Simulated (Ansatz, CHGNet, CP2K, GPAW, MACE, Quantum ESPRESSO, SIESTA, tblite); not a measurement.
# What went wrong? GPAW on W(100)/Au(100) interface (51 atoms)

Program: GPAW 26.7.0, a calculation on a cell of 24 W and 27 Au, with vacuum.

The input, run.py:

```python
import numpy as np
from ase.io import read
from gpaw import GPAW, FermiDirac

atoms = read("structure.xyz")
atoms.calc = GPAW(
    mode="lcao",
    basis="dzp",
    h=0.2,
    xc="PBE96",
    kpts={"size": (1, 1, 1), "gamma": True},
    occupations=FermiDirac(0.05),
    maxiter=60,
    symmetry={"point_group": False},
    txt="gpaw.txt",
)
energy = atoms.get_potential_energy(force_consistent=True)
forces = atoms.get_forces()
print(f"energy {energy:.6f} eV")
print("forces (eV/A)")
for i, (a, f) in enumerate(zip(atoms, forces)):
    print(f"{i:4d} {a.symbol:2s} {f[0]:10.5f} {f[1]:10.5f} {f[2]:10.5f}")
print(f"Fermi level {atoms.calc.get_fermi_level():.4f} eV")
for k in range(len(atoms.calc.get_ibz_k_points())):
    for s in range(atoms.calc.get_number_of_spins()):
        e = atoms.calc.get_eigenvalues(kpt=k, spin=s)
        n = np.searchsorted(e, atoms.calc.get_fermi_level())
        print(f"k {k} spin {s} levels about the Fermi level:", np.round(e[max(n - 6, 0):n], 4).tolist(), "|", np.round(e[n:n + 6], 4).tolist())
```

The input, structure.xyz:

```xyz
51
Lattice="8.95200 0.00000 0.00000 0.00000 8.95200 0.00000 0.00000 0.00000 22.04922" Properties=species:S:1:pos:R:3 pbc="T T T"
W 6.64668 6.77550 5.97071
W 6.81901 4.45550 7.52408
W 6.70782 6.67488 9.12000
W 6.61589 2.21105 6.05494
W 6.74587 8.94412 7.56862
W 6.80450 2.29538 9.15307
W 4.37413 4.49963 6.03575
W 4.42157 2.32913 7.65196
W 4.48800 4.49569 9.08538
W 4.47143 0.08755 6.04568
[... 37 atom lines left out ...]
Au 3.50909 1.41442 15.88867
Au 0.56711 4.21317 12.13501
Au 1.99916 5.82757 14.06057
Au 3.56898 4.36464 16.11181
```

Launch:

```bash
> OMP_NUM_THREADS=1 python run.py > output.txt
```

The program printed:

```text
ValueError: not enough values to unpack (expected 2, got 1)
NameError: Unknown functional: PBE96.
```

gpaw.txt:

```text
Input parameters:
  mode=LCAO(),
  basis={'default': 'dzp'},
  h=0.2,
  kpts=MonkhorstPack(size=(1, 1, 1), gamma=True),
  maxiter=60,
  occupations=Occupations(name='fermi-dirac', width=0.05, fixmagmom=False),
  symmetry=Symmetry(point_group=False),
  xc=XC(name='PBE96')
timing:  # [seconds]
  Total: 0.037  # ━━━━━━━━━━━━━━━━━━━━━━━━━━━━━━━━━━━━━━━━━━━━━━━━━━━━━━━━━━━
  Init:  0.011  # ━━━━━━━━━━━━━━━━━
```

Elapsed: 1.5 s, on 1 thread of Arm Neoverse V1, shared host; peak memory 0.13 GiB.

Banners, paths, timers and routine set-up lines are dropped from the logs unmarked, and long logs keep their key lines alone; longer cuts are marked.

**Question.** Which part of the input is at fault, and how is it mended?

An unknown functional: functional PBE96.

The program stopped at the start.

[Also dropped from logs without a mark: logging warnings of Python, and SIESTA's first energy breakdown and zero terms.]

[Logs are printed without paths, hosts, clocks, repeated set-up lines and the standing remarks that a program may print on its own settings, such as how far it seeks lower states.]

[Hosts, paths, dates, database ids (printed as entryN), source tags and the programs' standing remarks are cut or masked in the printed files.]
